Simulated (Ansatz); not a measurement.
# LiCu2SnAs2, from a guessed structure to a relaxed one, part 2 of 2

Starting from a made-up structure for LiCu2SnAs2, the aim is the relaxed cell, its shortest contacts and, where a second run follows, its electronic structure.

Ansatz 0.2.0; DFT, PBEsol, plane-wave PAW, files of the set soft_1, scalar-relativistic, ferromagnetic start, cell and ions relaxed at zero pressure; PAW set soft_1 (the session's first sound run).

So far: The starting structure; Relaxing cell and atoms. The relaxed cell has a = 4.086, c = 6.932 Å (conventional setting).

### 3. Electronic structure of the relaxed cell

With the geometry fixed, one more self-consistent run, with a narrower smearing and the mesh shown in its input, gives the bands, and its pressure, and its forces where symmetry allows any, show how far the geometry depends on these settings.

This step: DFT, PBEsol, plane-wave PAW, files of the set soft_1, scalar-relativistic, no spin, bands and density of states at the relaxed cell; PAW set soft_1 (Ansatz 0.2.0).

Input file input.yaml:

```yaml
crystal:
  lattice:
    - [4.085820424, 0.0, 0.0]
    - [-2.042910212, 3.5384242825, 0.0]
    - [0.0, 0.0, 6.93208685]
  atoms:
    - { symbol: Sn, position: [0.0, 0.0, 0.0] }
    - { symbol: As, position: [0.6666666667, 0.3333333333, 0.2655355417] }
    - { symbol: As, position: [0.3333333333, 0.6666666667, 0.7344644583] }
    - { symbol: Cu, position: [0.6666666667, 0.3333333333, 0.6289855697] }
    - { symbol: Cu, position: [0.3333333333, 0.6666666667, 0.3710144303] }
    - { symbol: Li, position: [0.0, 0.0, 0.5] }
kpoints:
  mp_grid: { grid: [10, 10, 6] }
  band_path:
    path:
      - [[0.0, 0.0, 0.0], [0.5, 0.0, 0.0], [0.33333333, 0.33333333, 0.0], [0.0, 0.0, 0.0], [0.0, 0.0, 0.5], [0.5, 0.0, 0.5], [0.33333333, 0.33333333, 0.5], [0.0, 0.0, 0.5]]
      - [[0.5, 0.0, 0.5], [0.5, 0.0, 0.0]]
      - [[0.33333333, 0.33333333, 0.0], [0.33333333, 0.33333333, 0.5]]
    npoints: 8
scf:
  occupations: { method: fermi_dirac, width: 0.03 }
  n_extra_bands: 10
hamiltonian:
  xc: pbesol
  pseudopotentials: { kind: paw, azcp: { folder: soft_1 }, xc_functional: pbe }
output:
  forces: true
  stress: true
  write_bands: true
  dos: { projected: true }
  write_density: true
  write_potential: true
  elf: true
  volumetric_format: npy
```

Started as:

```console
> ansatz run input.yaml --threads 4 --pin off --max-ram 10240MiB --backend cpu --events-out ev --progress --plain --runs-dir out
```

Numbers of over 12 decimals in the logs are rounded to 6 here.

The program printed:

```text
[...]
Crystal: 6 atoms, lattice volume = 100.220 Å³
Basis set: ecut = 420 eV, 1955 PW (Γ), exchange–correlation on 60×60×96 points (8 copies of the dense FFT grid, shifted against one another)
Bands: 53, of which v1, the nominal top of the filled ones, is band 43 counted from 1 (42 counted from 0)
Symmetry: 12 space group operations
[...]
k-points: 72 of 600
[...]
SCF iter   1: F=—  HF=-28959.130020 eV  |F-HF|=—  |Δ(HF+E_count)|=         —  Δρ=7.62e-2  dr2=8.37e0  ethr=3.10e-3  ⟨swp⟩=6.2  Hψ=13650  notcnv=0  defer=2
[...]
SCF iter  12: F=-28957.380962 eV  HF=-28957.380962 eV  |F-HF|=6.50e-9  |Δ(HF+E_count)|=   1.08e-8  Δρ=1.96e-6  dr2=5.44e-9  ethr=6.12e-11  ⟨swp⟩=7.9  Hψ=21653  notcnv=0
SCF 1 converged in 12 iterations: F = -28957.380962 eV  dr2 = 5.44e-9
[...]
NSCF: frozen V_eff on 75 k-points
SCF converged after 12 iterations
Free energy (F): -28957.380962 eV
[...]
Internal energy: -28957.374854 eV  (E = F + TS)
E sigma→0 (E₀):  -28957.377908 eV
Entropy (-TS):   -0.006108 eV (-1.018 meV/atom)
Fermi energy:    11.472024 eV
[...]
--- Forces (eV/Å), atoms counted from 1 ---
  atom   1  Sn     0.00000000     0.00000000     0.00000000
  atom   2  As     0.00000000    -0.00000000     0.03049943
  atom   3  As     0.00000000     0.00000000    -0.03049943
  atom   4  Cu     0.00000000    -0.00000000    -0.00250597
  atom   5  Cu    -0.00000000     0.00000000     0.00250597
  atom   6  Li     0.00000000    -0.00000000     0.00000000
  max |Σ_I F_I| component: 2.31e-18 eV/Å
--- Stress (GPa, compression-positive) ---
        0.087625      -0.000000      -0.000000
       -0.000000       0.087625      -0.000000
       -0.000000      -0.000000      -0.008180
  P = ⅓ Tr σ = 0.0557 GPa (0.557 kbar)
--- Band table (eV; the first three rows and the last of 72) ---
  k-point 0: bands = [... 39 lower, 11.3719, 11.6615, 11.7696, 11.7696, 12.3235, 14.2016, 14.2016, 15.5849, ... 6 higher]
  k-point 1: bands = [... 39 lower, 11.3553, 11.8525, 11.8525, 11.9601, 12.3660, 14.0224, 14.0224, 14.9929, ... 6 higher]
  k-point 2: bands = [... 39 lower, 11.3323, 12.0385, 12.0385, 12.3344, 12.4875, 13.6542, 13.6542, 14.3703, ... 6 higher]
  k-point 71: bands = [... 39 lower, 8.7667, 10.2403, 10.5144, 11.3146, 12.4770, 12.5377, 13.8550, 17.1818, ... 6 higher]
```

Elapsed: 8.6 s, on 4 threads of AMD EPYC 7B13 (Zen 3), shared host; peak memory 0.74 GiB; 32 s of CPU time.

This step gave:

- free energy: -28957.3810 eV
- energy at zero smearing: -28957.3779 eV
- smearing term TS: 0.006108 eV
- Fermi energy: 11.47 eV
- pressure: 0.05569 GPa

bands.tsv at the labelled points (eV, zero at the Fermi level; the bands that come nearest the Fermi level along the path):

```
point  band 40  band 41  band 42  band 43  band 44  band 45  band 46  band 47
    Γ    -0.10     0.19     0.30     0.30     0.85     2.73     2.73     4.11
    M    -2.61    -2.20    -0.23    -0.23     0.81     1.98     2.78     3.70
    K    -2.18    -2.18    -2.17    -1.80     3.91     3.91     4.24     5.15
    Γ    -0.10     0.19     0.30     0.30     0.85     2.73     2.73     4.11
    A    -0.15     0.68     0.68     1.00     1.07     1.98     1.98     2.67
    L    -2.10    -1.67    -1.20    -1.12     0.93     1.75     2.76     3.63
    H    -2.73    -1.00    -1.00    -0.21     0.92     0.92     2.34     6.15
    A    -0.15     0.68     0.68     1.00     1.07     1.98     1.98     2.67
    L    -2.10    -1.67    -1.20    -1.12     0.93     1.75     2.76     3.63
    M    -2.61    -2.20    -0.23    -0.23     0.81     1.98     2.78     3.70
    K    -2.18    -2.18    -2.17    -1.80     3.91     3.91     4.24     5.15
    H    -2.73    -1.00    -1.00    -0.21     0.92     0.92     2.34     6.15
```

Electrostatic potential energy in the ac plane at fractional y = 0.000, with atoms of Sn and Li within 0.2 Å of it. With pseudopotentials it is smooth inside the atoms' cores, unlike the true potential.

Ten even steps from '0' (-20 eV) to '9' (14 eV), each cell a mean:
```
97038999996128
31158999997402
12589999998742
67899999999877
99999999999999
99999988899999
99999988899999
99999988899999
78999988999988
34799999999864
01689999999830
00589999999830
13789999999852
67899998999987
89999988899999
99999988899999
99999988899999
99999988999999
88899999999988
34689999999853
10268999998510
85038999997216
99127999996149
```
Columns run along a (4.1 Å; values clipped at the 3rd and 97th percentile), rows up along c (6.9 Å). Atoms in or near the plane, at fractional coordinates: Sn at (0.00, 0.00), Li at (0.00, 0.50).

ELF in the ac plane at fractional y = 0.000, with atoms of Sn and Li within 0.2 Å of it. It is the smooth field of the valence electrons, not physical close to the nuclei.

Values, 23 rows by 14 columns, each cell a mean:
```
0.01 0.03 0.20 0.32 0.31 0.24 0.13 0.11 0.16 0.27 0.33 0.31 0.12 0.02
0.10 0.15 0.29 0.32 0.30 0.24 0.18 0.18 0.20 0.26 0.32 0.32 0.24 0.13
0.29 0.31 0.31 0.30 0.29 0.29 0.33 0.35 0.32 0.29 0.29 0.30 0.32 0.31
0.29 0.29 0.27 0.27 0.31 0.39 0.48 0.50 0.45 0.37 0.29 0.27 0.28 0.29
0.20 0.19 0.20 0.25 0.38 0.49 0.57 0.58 0.55 0.46 0.32 0.23 0.19 0.20
0.11 0.12 0.17 0.26 0.42 0.52 0.58 0.59 0.56 0.50 0.35 0.24 0.15 0.12
0.08 0.10 0.18 0.28 0.41 0.48 0.51 0.51 0.50 0.47 0.36 0.25 0.14 0.09
0.04 0.07 0.17 0.28 0.37 0.40 0.40 0.39 0.40 0.40 0.34 0.25 0.12 0.06
0.02 0.03 0.10 0.23 0.32 0.32 0.30 0.29 0.31 0.32 0.30 0.20 0.06 0.02
0.35 0.14 0.04 0.15 0.27 0.28 0.26 0.25 0.27 0.28 0.24 0.11 0.05 0.21
0.92 0.61 0.05 0.09 0.23 0.25 0.24 0.24 0.25 0.25 0.18 0.06 0.19 0.75
0.94 0.69 0.06 0.08 0.22 0.25 0.24 0.24 0.24 0.25 0.17 0.06 0.23 0.83
0.60 0.29 0.04 0.12 0.26 0.27 0.25 0.24 0.26 0.27 0.22 0.09 0.08 0.40
0.06 0.04 0.08 0.20 0.31 0.30 0.28 0.27 0.29 0.31 0.28 0.17 0.04 0.04
0.03 0.05 0.15 0.27 0.35 0.37 0.35 0.35 0.36 0.37 0.33 0.24 0.10 0.05
0.07 0.09 0.18 0.28 0.40 0.46 0.47 0.48 0.47 0.45 0.36 0.26 0.14 0.08
0.09 0.11 0.17 0.27 0.42 0.51 0.56 0.57 0.55 0.49 0.36 0.24 0.14 0.10
0.17 0.17 0.19 0.25 0.39 0.50 0.58 0.59 0.56 0.48 0.33 0.23 0.17 0.17
0.26 0.26 0.25 0.26 0.33 0.43 0.52 0.54 0.50 0.41 0.29 0.25 0.25 0.26
0.31 0.31 0.30 0.29 0.29 0.32 0.38 0.39 0.36 0.31 0.29 0.30 0.31 0.31
0.18 0.23 0.31 0.32 0.29 0.25 0.23 0.23 0.24 0.26 0.31 0.32 0.29 0.21
0.01 0.05 0.23 0.32 0.31 0.24 0.14 0.12 0.17 0.26 0.33 0.32 0.15 0.04
0.00 0.01 0.17 0.32 0.32 0.24 0.11 0.09 0.15 0.27 0.33 0.30 0.08 0.01
```
Columns run along a (4.1 Å), rows up along c (6.9 Å). Atoms in or near the plane, at fractional coordinates: Sn at (0.00, 0.00), Li at (0.00, 0.50).

Valence density in the ac plane at fractional y = 0.000, with atoms of Sn and Li within 0.2 Å of it. It is the smooth field of the valence electrons, not physical close to the nuclei.

Ten steps, logarithmic in the rise over the least value, from '0' (0 e/Å³) to '9' (12 e/Å³), each cell a mean:
```
98631000012479
87531000012367
44221111111234
22111111111112
00011122211100
00011222221000
00011222221000
00011222221000
00001222221000
53001122111014
86101111110047
97201111110048
64001111110025
10001222211001
00001222221000
00011222221000
00011222221000
00011122211100
11111111111111
43211111111223
66421100011256
98631000012478
99741000012489
```
Columns run along a (4.1 Å), rows up along c (6.9 Å). Atoms in or near the plane, at fractional coordinates: Sn at (0.00, 0.00), Li at (0.00, 0.50).

### 4. Outcome

* space group, relaxed: P-3m1
* conventional cell: a = 4.086, b = 4.086, c = 6.932 Å; α = 90.0°, β = 90.0°, γ = 120.0°
* volume per atom: 16.70 Å³ (guess 15.41)
* total moment: 0.00 μB in the cell of 6 atoms

What this shows: LiCu2SnAs2 relaxes to P-3m1 with a = 4.086, b = 4.086 and c = 6.932 Å. The guessed volume was 8 % too small. The space group P-3m1 was held in the relaxation, so the end point is a stationary structure within it and may be a saddle against distortions or other arrangements. The moments died out from this one start and weren't seeded again at the relaxed cell. Bands cross the Fermi level, so it is a metal or semimetal at this level. The electron count is odd, which forces that without spin polarisation or a larger cell. On the 10×10×6 mesh with the narrower smearing (relaxed on 8×8×4) the largest force component is 0.030 eV/Å and the largest stress component is 0.088 GPa, against the relaxation's thresholds of 0.015 eV/Å and 0.05 GPa. The cutoff wasn't tested. No dispersion term is used, so weakly bound directions may come out too long. Nothing here tests whether the compound is stable against decomposition.

[Logs are printed without paths, hosts, clocks, repeated set-up lines and the standing remarks that a program may print on its own settings, such as how far it seeks lower states.]

[Hosts, paths, dates, database ids (printed as entryN), source tags and the programs' standing remarks are cut or masked in the printed files.]
